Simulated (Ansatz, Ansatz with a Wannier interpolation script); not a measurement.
## Settings in Wannier-interpolated G0W0: Si3N4 (P6_3/m)

Aim: vary the Wannier model and the GW settings for Si3N4 (P6_3/m) and see what the interpolated bands lose.

Calculated with Ansatz 0.2.0; maximally localised Wannier functions, LDA, plane waves, PAW.

## (1) Set-up

Symmetry: P6_3/m, No. 176, hexagonal system. The conventional cell has a = 7.604 Å, b = 7.604 Å, c = 2.906 Å, α = 90.00°, β = 90.00°, γ = 120.00°. Si has 4 N at 1.73 to 1.74 Å nearest. Nearest to N lie 3 Si at 1.74 Å. N has 3 Si at 1.73 Å nearest. Farther neighbours and most contacts between anions are not listed.

Coordinates:

```xyz
14
Lattice="7.6044 0.0000 0.0000 -3.8022 6.5856 0.0000 0.0000 0.0000 2.9063" Properties=species:S:1:pos:R:3 pbc="T T T"
Si    5.1801    1.1496    0.7266
Si    1.5945    5.0609    2.1797
Si    4.0188    3.9113    0.7266
Si   -1.3779    5.4360    2.1797
Si    2.2077    1.5247    0.7266
Si   -0.2166    2.6743    2.1797
N    -1.0237    2.1748    0.7266
N     5.2091    0.2009    2.1797
N     2.4306    4.6116    0.7266
N     4.8259    4.4108    2.1797
N    -1.4069    6.3847    0.7266
N     1.3716    1.9740    2.1797
N     3.8022    2.1952    0.7266
N     0.0000    4.3904    2.1797
```

The cell and positions come from the Crystallography Open Database and are kept as given unless a step says otherwise. The default PAW set here is soft_2. Its files were made with PBE.

## (2) Wannier model on 6×6×12

The input, input.yaml:

```yaml
crystal:
  lattice:
    - [7.6044, 0.0, 0.0]
    - [-3.8022, 6.5856035805, 0.0]
    - [0.0, 0.0, 2.9063]
  atoms:
    - { symbol: Si, position: [0.768477, 0.174557, 0.25] }
    - { symbol: Si, position: [0.59392, 0.768477, 0.75] }
    - { symbol: Si, position: [0.825443, 0.59392, 0.25] }
    - { symbol: Si, position: [0.231523, 0.825443, 0.75] }
    - { symbol: Si, position: [0.40608, 0.231523, 0.25] }
    - { symbol: Si, position: [0.174557, 0.40608, 0.75] }
    - { symbol: "N", position: [0.0305, 0.33024, 0.25] }
    - { symbol: "N", position: [0.70026, 0.0305, 0.75] }
    - { symbol: "N", position: [0.66976, 0.70026, 0.25] }
    - { symbol: "N", position: [0.9695, 0.66976, 0.75] }
    - { symbol: "N", position: [0.29974, 0.9695, 0.25] }
    - { symbol: "N", position: [0.33024, 0.29974, 0.75] }
    - { symbol: "N", position: [0.6666666667, 0.3333333333, 0.25] }
    - { symbol: "N", position: [0.3333333333, 0.6666666667, 0.75] }
kpoints:
  mp_grid: { grid: [3, 3, 6] }
hamiltonian:
  xc: lda
scf:
  occupations: { method: fixed }
  n_extra_bands: 77
output:
  wannier:
    kmesh: [6, 6, 12]
    projections:
      - { species: "N", l: p, shell: 2 }
      - { species: Si, l: s, shell: 3 }
      - { species: Si, l: p, shell: 3 }
    minimise: true
    write_hr: true
    seedname: w
    conv_tol: 1.0e-07
    max_iter: 4000
    disentanglement:
      window: [-1.97, 21.4]
      frozen_window: [-1.97, 15.17]
      conv_tol: 1.0e-08
```

Launch:

```console
> ansatz run input.yaml --threads 3 --pin off --max-ram 92160MiB --backend cuda --events-out ev --progress --plain --runs-dir out --devices 1 --max-vram 13GiB  # rebuilt from the run's record
```

Numbers of over 12 decimals in the logs are rounded to 6 here.

The log of the run:

```text
scf.n_extra_bands = 77 over 32 filled bands (N_el = 64.0): the run solves 109 bands
GPUs: using 1 of 1 available (devices: 1).
Engine: ansatz 0.2.0, x86_64-unknown-linux-gnu
Pseudopotentials: kind: paw
Pseudopotential: Si, paw, valence charge 4, recommended cutoff 420 eV (normal), Si.paw.azcp
Pseudopotential: N, paw, valence charge 5, recommended cutoff 420 eV (normal), N.paw.azcp
Functional definition: SPW92
  exchange = slater_x
  correlation = pw_c
device memory: the entry about to start is reckoned to put 4.4 GiB on a device that reports 53.8 GiB free (of which the cap on the GPU budget leaves the run 13.0 GiB)
GPU FFT provider: cuFFT
GPU libraries: cuBLAS 13.8.2, cuFFT 12.4.0, cuSOLVER 12.3.4
Crystal: 14 atoms, lattice volume = 145.546 Å³
Basis set: ecut = 420 eV, 2823 PW (Γ)
Bands: 109, of which v1, the nominal top of the filled ones, is band 32 counted from 1 (31 counted from 0)
Symmetry: 12 space group operations
Space group: P63/m (ITA 176), of the structure as read, at distance tolerance 5.3e-5 Å
k-points: 12 of 54
Non-local potential: Si, projectors of the file, l = 0: 2, l = 1: 2, l = 2: 2
Non-local potential: N, projectors of the file, l = 0: 2, l = 1: 2, l = 2: 1
PAW form: soft (Blöchl's): semilocal exchange-correlation on the pseudo side does not see the compensation charge
PAW frozen core: Si, regenerated for the run's functional, and the local potential with it (the file was generated under x = pbe(κ = 0.804, μ = 0.219515), c = pbe(β = 0.066725))
PAW frozen core: N, regenerated for the run's functional, and the local potential with it (the file was generated under x = pbe(κ = 0.804, μ = 0.219515), c = pbe(β = 0.066725))
PAW one-centre angular grid: Si, 110 points (default); XC on 64 Gauss nodes
PAW one-centre angular grid: N, 110 points (default); XC on 64 Gauss nodes
Initial density: superposition of atomic densities (neutral atoms: chi_scale 0, normalization atom), corrected by the library's trained network
Initial wavefunctions: pseudopotential atomic-orbital guess
GPU buffer pool allocated for 58320 grid points (all kernels)
GPU transforms: local potential and band sums: pruned to the plane-wave sphere, on 54×54×20
Functional: x = slater, c = lda
SCF iter   1: F=—  HF=-6660.726504 eV  |F-HF|=—  |Δ(HF+E_count)|=         —  Δρ=9.24e-3  dr2=1.26e-1  ethr=1.77e-3  ⟨swp⟩=4.1  Hψ=4841  notcnv=0  defer=878
preconditioner: auto → Resta (q_TF=auto, 2.379 Å⁻¹)  ε∞=2.0  [insulator: Δε(μ)=4.021 eV  Ē_g=24.585 eV  n_scr=32 (ndim 8)  ℏωp=24.6 eV  f_vac=0.034  ε∞_Penn≈2.0]
SCF iter   2: F=—  HF=-6660.690018 eV  |F-HF|=—  |Δ(HF+E_count)|=   3.65e-2  Δρ=3.32e-3  dr2=5.32e-3  ethr=1.96e-4  ⟨swp⟩=2.0  Hψ=1542  notcnv=0  defer=894
SCF iter   3: F=—  HF=-6660.688370 eV  |F-HF|=—  |Δ(HF+E_count)|=   1.65e-3  Δρ=1.50e-3  dr2=1.44e-3  ethr=8.31e-6  ⟨swp⟩=2.9  Hψ=823  notcnv=0  defer=894
SCF iter   4: F=—  HF=-6660.687824 eV  |F-HF|=—  |Δ(HF+E_count)|=   5.46e-4  Δρ=1.29e-4  dr2=2.44e-5  ethr=2.25e-6  ⟨swp⟩=2.0  Hψ=836  notcnv=0  defer=868
SCF iter   5: F=—  HF=-6660.687872 eV  |F-HF|=—  |Δ(HF+E_count)|=   4.76e-5  Δρ=4.84e-5  dr2=3.48e-6  ethr=3.82e-8  ⟨swp⟩=2.0  Hψ=810  notcnv=0  defer=853
SCF iter   6: F=—  HF=-6660.687872 eV  |F-HF|=—  |Δ(HF+E_count)|=   7.29e-8  Δρ=1.13e-5  dr2=1.70e-7  ethr=5.44e-9  ⟨swp⟩=2.2  Hψ=721  notcnv=0  defer=853
SCF iter   7: F=-6660.687872 eV  HF=-6660.687872 eV  |F-HF|=2.96e-9  |Δ(HF+E_count)|=   4.33e-8  Δρ=2.37e-6  dr2=8.06e-9  ethr=1.56e-10  ⟨swp⟩=12.1  Hψ=9735  notcnv=0
SCF 1 converged in 7 iterations: F = -6660.687872 eV  dr2 = 8.06e-9
[...]
device memory: the entry about to start is reckoned to put 5.4 GiB (of the 5.5 GiB reckoned in all, the device holds 0.1 GiB already) on a device that reports 58.8 GiB free (of which the cap on the GPU budget leaves the run 12.9 GiB)
NSCF: frozen V_eff on 12 k-points
[...]
device memory: the entry about to start is reckoned to put 4.3 GiB on a device that reports 58.9 GiB free (of which the cap on the GPU budget leaves the run 13.0 GiB)
NSCF: frozen V_eff on 59 k-points
the Wannier pass solved 59 of the 432 points of its mesh, and has the states at the others by symmetry: states obtained by the crystal's operations at points that were solved too leave a residual of 4.06e-13 eV (read by the count's bands and the next), within 8.33e-6 eV
SCF converged after 7 iterations
Free energy (F): -6660.687872 eV
Harris-Foulkes:  -6660.687872 eV  (|F-HF|=2.96e-9)
Internal energy: -6660.687872 eV  (E = F + TS)
E sigma→0 (E₀):  -6660.687872 eV
Fermi energy:    8.021957 eV
--- Per-component energies (eV) ---
  E_band       = 47.745484
  E_kinetic    = 1349.015676
  E_local      = -2160.137350  (includes V_loc(G=0)·N_el)
  E_nonlocal   = 527.916957
  E_hartree    = 712.701350
  E_xc         = -818.153725
  E_vxc        = -909.044196  (∫ρ·V_xc dr)
  E_paw        = -3868.225543  (= ΣΔE_a)
  E_vpaw       = -185.410784  (= ΣTr[D̂ρ^β])
  E_aug_tail   = 0.000795  (compensation charges beyond the density's cutoff)
  E_ewald      = -2404.952369
  E_core_change = 1.146337  (= ΣΔE_core)
  E_smearing   = -0.000000  (= −TS)
  E_closure    = -0.000000  (closes the sum)
  Σ components = -6660.687872   (vs F -6660.687872, Δ=0.00e0)
--- Band table (eV; the first three rows and the last of 12) ---
  k-point 0: bands = [... 28 lower, 6.7067, 7.5480, 7.6216, 7.8188, 12.1745, 12.6190, 12.7789, 12.7789, ... 73 higher]
  k-point 1: bands = [... 28 lower, 6.7329, 6.7329, 6.8547, 8.0220, 13.5424, 13.8463, 13.8463, 14.0232, ... 73 higher]
  k-point 2: bands = [... 28 lower, 6.2899, 6.5538, 6.5538, 7.6785, 12.9196, 12.9196, 13.8261, 13.8261, ... 73 higher]
  k-point 11: bands = [... 28 lower, 6.5861, 6.5861, 6.8866, 6.8866, 12.8985, 12.8985, 13.6759, 13.6759, ... 73 higher]
```

It took 21 s on 1 × NVIDIA H100 80GB HBM3 (shared by 6 runs) with 3 threads of AMD EPYC 7R13 (Zen 3), shared host; peak memory 1.8 GiB.

In the SCF lines HF is the Harris–Foulkes energy and dr2 the Hartree energy of the density residual, in eV; the loop may stop once dr2 is under the threshold and the program's other checks hold. Hψ counts applications of the Hamiltonian.

The run ended with an error after its SCF cycle had converged; no result of it is taken.

## (3) Wannier model on 6×6×12

Localised functions give a small Hamiltonian that interpolates between mesh points at no cost.

input.yaml, as its differences from that of step 2:

```diff
@@ -40,4 +40,4 @@
     disentanglement:
-      window: [-1.97, 21.4]
-      frozen_window: [-1.97, 15.17]
+      window: [-1.97, 26.46]
+      frozen_window: [-1.97, 16.17]
       conv_tol: 1.0e-08
```

The log of the run:

```text
[...]
GPUs: using 1 of 1 available (devices: 1).
[...]
GPU FFT provider: cuFFT
GPU libraries: cuBLAS 13.8.2, cuFFT 12.4.0, cuSOLVER 12.3.4
Crystal: 14 atoms, lattice volume = 145.546 Å³
Basis set: ecut = 420 eV, 2823 PW (Γ)
Bands: 109, of which v1, the nominal top of the filled ones, is band 32 counted from 1 (31 counted from 0)
Symmetry: 12 space group operations
[...]
k-points: 12 of 54
[...]
GPU buffer pool allocated for 58320 grid points (all kernels)
[...]
SCF iter   1: F=—  HF=-6660.726504 eV  |F-HF|=—  |Δ(HF+E_count)|=         —  Δρ=9.24e-3  dr2=1.26e-1  ethr=1.77e-3  ⟨swp⟩=4.1  Hψ=4841  notcnv=0  defer=878
[...]
SCF iter   7: F=-6660.687872 eV  HF=-6660.687872 eV  |F-HF|=2.96e-9  |Δ(HF+E_count)|=   4.33e-8  Δρ=2.37e-6  dr2=8.06e-9  ethr=1.56e-10  ⟨swp⟩=12.1  Hψ=9735  notcnv=0
SCF 1 converged in 7 iterations: F = -6660.687872 eV  dr2 = 8.06e-9
[...]
NSCF: frozen V_eff on 12 k-points
[...]
SCF converged after 7 iterations
Free energy (F): -6660.687872 eV
[...]
Internal energy: -6660.687872 eV  (E = F + TS)
E sigma→0 (E₀):  -6660.687872 eV
Fermi energy:    8.021957 eV
[...]
--- Band table (eV; the first three rows and the last of 12) ---
  k-point 0: bands = [... 28 lower, 6.7067, 7.5480, 7.6216, 7.8188, 12.1745, 12.6190, 12.7789, 12.7789, ... 73 higher]
  k-point 1: bands = [... 28 lower, 6.7329, 6.7329, 6.8547, 8.0220, 13.5424, 13.8463, 13.8463, 14.0232, ... 73 higher]
  k-point 2: bands = [... 28 lower, 6.2899, 6.5538, 6.5538, 7.6785, 12.9196, 12.9196, 13.8261, 13.8261, ... 73 higher]
  k-point 11: bands = [... 28 lower, 6.5861, 6.5861, 6.8866, 6.8866, 12.8985, 12.8985, 13.6759, 13.6759, ... 73 higher]
Wannier search: line search 1 of at most 4000: gauge-dependent spread (as the search counts it) 18.1729563 Å², largest recent change 1.1e1 Å² and fall left 4.4e-2 Å² against conv_tol 1.0e-7 Å², 0 stops escaped
```

Run time: 49 s. Hardware: 1 × NVIDIA H100 80GB HBM3 (shared by 6 runs) with 3 threads; peak memory 2.1 GiB.

This step gave:

| Property | Result |
| --- | --- |
| gauge-invariant spread | 59.02 Å² |
| diagonal spread | 0.05829 Å² |
| off-diagonal spread | 4.472 Å² |
| total spread | 63.55 Å² |
| least projectability | 0.1460 |
| localisation steps | 36 |
| disentanglement steps | 345 |
| r.m.s. interpolation error | 4.46e-4 eV |
| r.m.s. error near the gap | 6.39e-4 eV |

Near the gap the model misses directly solved bands by 0.6 meV r.m.s. and by 7 meV at most in the window tested. This tests the starting bands, not the corrections carried with them.

Frozen up to 8.15 eV; above it the model need not follow the bands. The electronic bands at the labelled points (eV, zero at the valence-band top):

| point | band 29 | band 30 | band 31 | band 32 | band 33 | band 34 | band 35 | band 36 |
| --- | --- | --- | --- | --- | --- | --- | --- | --- |
| Γ | -1.32 | -0.47 | -0.40 | -0.20 | 4.15 | 4.60 | 4.76 | 4.76 |
| halfway | -1.37 | -0.57 | -0.42 | -0.22 | 4.30 | 4.62 | 4.78 | 4.88 |
| M | -1.38 | -0.80 | -0.34 | -0.26 | 4.47 | 4.56 | 4.71 | 5.15 |
| halfway | -1.38 | -0.91 | -0.33 | -0.27 | 4.53 | 4.60 | 4.71 | 5.23 |
| K | -1.16 | -1.16 | -0.29 | -0.29 | 4.55 | 4.70 | 4.70 | 5.42 |
| halfway | -1.43 | -0.63 | -0.40 | -0.23 | 4.34 | 4.67 | 4.69 | 4.97 |
| Γ | -1.32 | -0.47 | -0.40 | -0.20 | 4.15 | 4.60 | 4.76 | 4.76 |
| halfway | -1.61 | -1.35 | -1.35 | -0.07 | 5.54 | 5.54 | 6.29 | 6.56 |
| A | -1.66 | -1.66 | -1.38 | -1.38 | 4.55 | 4.55 | 4.55 | 4.55 |
| halfway | -1.60 | -1.60 | -1.19 | -1.19 | 4.59 | 4.59 | 4.97 | 4.97 |
| L | -1.53 | -1.53 | -1.07 | -1.07 | 4.64 | 4.64 | 5.68 | 5.68 |
| halfway | -1.49 | -1.49 | -1.10 | -1.10 | 4.74 | 4.74 | 5.71 | 5.71 |
| H | -1.44 | -1.44 | -1.14 | -1.14 | 4.88 | 4.88 | 5.65 | 5.65 |
| halfway | -1.58 | -1.58 | -1.16 | -1.16 | 4.62 | 4.62 | 5.08 | 5.08 |
| A | -1.66 | -1.66 | -1.38 | -1.38 | 4.55 | 4.55 | 4.55 | 4.55 |
| jump to L | -1.53 | -1.53 | -1.07 | -1.07 | 4.64 | 4.64 | 5.68 | 5.68 |
| halfway | -1.51 | -1.34 | -0.98 | -0.63 | 5.17 | 5.24 | 5.97 | 6.06 |
| M | -1.38 | -0.80 | -0.34 | -0.26 | 4.47 | 4.56 | 4.71 | 5.15 |
| jump to H | -1.44 | -1.44 | -1.14 | -1.14 | 4.88 | 4.88 | 5.65 | 5.65 |
| halfway | -1.67 | -1.33 | -0.87 | -0.87 | 5.09 | 5.55 | 5.55 | 6.15 |
| K | -1.16 | -1.16 | -0.29 | -0.29 | 4.55 | 4.70 | 4.70 | 5.42 |

The same for Kohn-Sham, solved directly:

| point | band 29 | band 30 | band 31 | band 32 | band 33 | band 34 | band 35 | band 36 |
| --- | --- | --- | --- | --- | --- | --- | --- | --- |
| Γ | -1.32 | -0.47 | -0.40 | -0.20 | 4.15 | 4.60 | 4.76 | 4.76 |
| M | -1.38 | -0.80 | -0.34 | -0.26 | 4.47 | 4.56 | 4.71 | 5.15 |
| K | -1.16 | -1.16 | -0.29 | -0.29 | 4.55 | 4.70 | 4.70 | 5.42 |
| Γ | -1.32 | -0.47 | -0.40 | -0.20 | 4.15 | 4.60 | 4.76 | 4.76 |
| A | -1.66 | -1.66 | -1.38 | -1.38 | 4.55 | 4.55 | 4.55 | 4.55 |
| L | -1.53 | -1.53 | -1.07 | -1.07 | 4.64 | 4.64 | 5.68 | 5.68 |
| H | -1.44 | -1.44 | -1.14 | -1.14 | 4.88 | 4.88 | 5.65 | 5.65 |
| A | -1.66 | -1.66 | -1.38 | -1.38 | 4.55 | 4.55 | 4.55 | 4.55 |
| L | -1.53 | -1.53 | -1.07 | -1.07 | 4.64 | 4.64 | 5.68 | 5.68 |
| M | -1.38 | -0.80 | -0.34 | -0.26 | 4.47 | 4.56 | 4.71 | 5.15 |
| H | -1.44 | -1.44 | -1.14 | -1.14 | 4.88 | 4.88 | 5.65 | 5.65 |
| K | -1.16 | -1.16 | -0.29 | -0.29 | 4.55 | 4.70 | 4.70 | 5.42 |

## (4) Wannier model on 3×3×6

input.yaml, as its differences from that of step 3:

```diff
@@ -29,3 +29,3 @@
   wannier:
-    kmesh: [6, 6, 12]
+    kmesh: [3, 3, 6]
     projections:
```

The log of the run:

```text
[...]
GPUs: using 1 of 1 available (devices: 1).
[...]
GPU FFT provider: cuFFT
GPU libraries: cuBLAS 13.8.2, cuFFT 12.4.0, cuSOLVER 12.3.4
Crystal: 14 atoms, lattice volume = 145.546 Å³
Basis set: ecut = 420 eV, 2823 PW (Γ)
Bands: 109, of which v1, the nominal top of the filled ones, is band 32 counted from 1 (31 counted from 0)
Symmetry: 12 space group operations
[...]
k-points: 12 of 54
[...]
GPU buffer pool allocated for 58320 grid points (all kernels)
[...]
SCF iter   1: F=—  HF=-6660.726504 eV  |F-HF|=—  |Δ(HF+E_count)|=         —  Δρ=9.24e-3  dr2=1.26e-1  ethr=1.77e-3  ⟨swp⟩=4.1  Hψ=4841  notcnv=0  defer=878
[...]
SCF iter   7: F=-6660.687872 eV  HF=-6660.687872 eV  |F-HF|=2.96e-9  |Δ(HF+E_count)|=   4.33e-8  Δρ=2.37e-6  dr2=8.06e-9  ethr=1.56e-10  ⟨swp⟩=12.1  Hψ=9735  notcnv=0
SCF 1 converged in 7 iterations: F = -6660.687872 eV  dr2 = 8.06e-9
[...]
SCF converged after 7 iterations
Free energy (F): -6660.687872 eV
[...]
Internal energy: -6660.687872 eV  (E = F + TS)
E sigma→0 (E₀):  -6660.687872 eV
Fermi energy:    8.021957 eV
[...]
--- Band table (eV; the first three rows and the last of 12) ---
  k-point 0: bands = [... 28 lower, 6.7067, 7.5480, 7.6216, 7.8188, 12.1745, 12.6190, 12.7789, 12.7789, ... 73 higher]
  k-point 1: bands = [... 28 lower, 6.7329, 6.7329, 6.8547, 8.0220, 13.5424, 13.8463, 13.8463, 14.0232, ... 73 higher]
  k-point 2: bands = [... 28 lower, 6.2899, 6.5538, 6.5538, 7.6785, 12.9196, 12.9196, 13.8261, 13.8261, ... 73 higher]
  k-point 11: bands = [... 28 lower, 6.5861, 6.5861, 6.8866, 6.8866, 12.8985, 12.8985, 13.6759, 13.6759, ... 73 higher]
[...]
WARN: <dir> 36 periodic images of 36 elements of H(R) lie 4.88e-4 to 1.95e-3 Å beyond their element's nearest image, near the 9.77e-4 Å window within which an element is shared among its images; whether they share it moves the interpolated H(k) by 1.4e-3 eV (Frobenius norm, root mean square over the Brillouin zone); at the model's own mesh points H(k) does not change
```

It took 11 s on 1 × NVIDIA H100 80GB HBM3 (shared by 6 runs) with 3 threads; peak memory 1.1 GiB.

Numbers from this step:

- gauge-invariant spread: 55.36 Å²
- diagonal spread: 0.05544 Å²
- off-diagonal spread: 4.667 Å²
- total spread: 60.09 Å²
- least projectability: 0.1462
- localisation steps: 25
- disentanglement steps: 109
- r.m.s. interpolation error: 0.004425 eV
- r.m.s. error near the gap: 0.006142 eV

Near the gap the model misses directly solved bands by 6.1 meV r.m.s. and by 54 meV at most in the window tested. This tests the starting bands, not the corrections carried with them.

Frozen up to 8.15 eV; above it the model need not follow the bands. Electronic bands along the path, in eV, zero at the valence-band top; v1 is the highest filled band, c1 the lowest empty one:

| point | v4 | v3 | v2 | v1 | c1 | c2 | c3 | c4 |
| --- | --- | --- | --- | --- | --- | --- | --- | --- |
| Γ | -1.32 | -0.47 | -0.40 | -0.20 | 4.15 | 4.60 | 4.76 | 4.76 |
| halfway | -1.37 | -0.57 | -0.42 | -0.22 | 4.30 | 4.61 | 4.78 | 4.88 |
| M | -1.38 | -0.80 | -0.34 | -0.26 | 4.48 | 4.56 | 4.71 | 5.15 |
| halfway | -1.38 | -0.91 | -0.33 | -0.27 | 4.53 | 4.60 | 4.71 | 5.23 |
| K | -1.16 | -1.16 | -0.29 | -0.29 | 4.55 | 4.70 | 4.70 | 5.42 |
| halfway | -1.44 | -0.63 | -0.40 | -0.23 | 4.34 | 4.67 | 4.69 | 4.97 |
| Γ | -1.32 | -0.47 | -0.40 | -0.20 | 4.15 | 4.60 | 4.76 | 4.76 |
| halfway | -1.61 | -1.35 | -1.35 | -0.08 | 5.53 | 5.53 | 6.24 | 6.57 |
| A | -1.66 | -1.66 | -1.38 | -1.38 | 4.55 | 4.55 | 4.55 | 4.55 |
| halfway | -1.60 | -1.60 | -1.19 | -1.19 | 4.59 | 4.59 | 4.97 | 4.97 |
| L | -1.53 | -1.53 | -1.08 | -1.08 | 4.64 | 4.64 | 5.68 | 5.68 |
| halfway | -1.49 | -1.49 | -1.10 | -1.10 | 4.74 | 4.74 | 5.71 | 5.71 |
| H | -1.44 | -1.44 | -1.14 | -1.14 | 4.88 | 4.88 | 5.65 | 5.65 |
| halfway | -1.58 | -1.58 | -1.16 | -1.16 | 4.62 | 4.62 | 5.08 | 5.08 |
| A | -1.66 | -1.66 | -1.38 | -1.38 | 4.55 | 4.55 | 4.55 | 4.55 |
| jump to L | -1.53 | -1.53 | -1.08 | -1.08 | 4.64 | 4.64 | 5.68 | 5.68 |
| halfway | -1.51 | -1.34 | -0.98 | -0.62 | 5.17 | 5.23 | 5.95 | 6.06 |
| M | -1.38 | -0.80 | -0.34 | -0.26 | 4.48 | 4.56 | 4.71 | 5.15 |
| jump to H | -1.44 | -1.44 | -1.14 | -1.14 | 4.88 | 4.88 | 5.65 | 5.65 |
| halfway | -1.67 | -1.33 | -0.88 | -0.88 | 5.09 | 5.54 | 5.54 | 6.15 |
| K | -1.16 | -1.16 | -0.29 | -0.29 | 4.55 | 4.70 | 4.70 | 5.42 |

The same for Kohn-Sham, solved directly:

| point | v4 | v3 | v2 | v1 | c1 | c2 | c3 | c4 |
| --- | --- | --- | --- | --- | --- | --- | --- | --- |
| Γ | -1.32 | -0.47 | -0.40 | -0.20 | 4.15 | 4.60 | 4.76 | 4.76 |
| M | -1.38 | -0.80 | -0.34 | -0.26 | 4.47 | 4.56 | 4.71 | 5.15 |
| K | -1.16 | -1.16 | -0.29 | -0.29 | 4.55 | 4.70 | 4.70 | 5.42 |
| Γ | -1.32 | -0.47 | -0.40 | -0.20 | 4.15 | 4.60 | 4.76 | 4.76 |
| A | -1.66 | -1.66 | -1.38 | -1.38 | 4.55 | 4.55 | 4.55 | 4.55 |
| L | -1.53 | -1.53 | -1.07 | -1.07 | 4.64 | 4.64 | 5.68 | 5.68 |
| H | -1.44 | -1.44 | -1.14 | -1.14 | 4.88 | 4.88 | 5.65 | 5.65 |
| A | -1.66 | -1.66 | -1.38 | -1.38 | 4.55 | 4.55 | 4.55 | 4.55 |
| L | -1.53 | -1.53 | -1.07 | -1.07 | 4.64 | 4.64 | 5.68 | 5.68 |
| M | -1.38 | -0.80 | -0.34 | -0.26 | 4.47 | 4.56 | 4.71 | 5.15 |
| H | -1.44 | -1.44 | -1.14 | -1.14 | 4.88 | 4.88 | 5.65 | 5.65 |
| K | -1.16 | -1.16 | -0.29 | -0.29 | 4.55 | 4.70 | 4.70 | 5.42 |

[end of part 1 of 2]

[Paths, hosts, dates, memory and timing lines, banners, echoed tables and standing remarks are left out of the program output.]

[Logs are printed without paths, hosts, clocks, repeated set-up lines and the standing remarks that a program may print on its own settings, such as how far it seeks lower states.]

[Runs of the session that timed out or met a known fault of the program may be left out.]

[Hosts, paths, dates, database ids (printed as entryN), source tags and the programs' standing remarks are cut or masked in the printed files.]
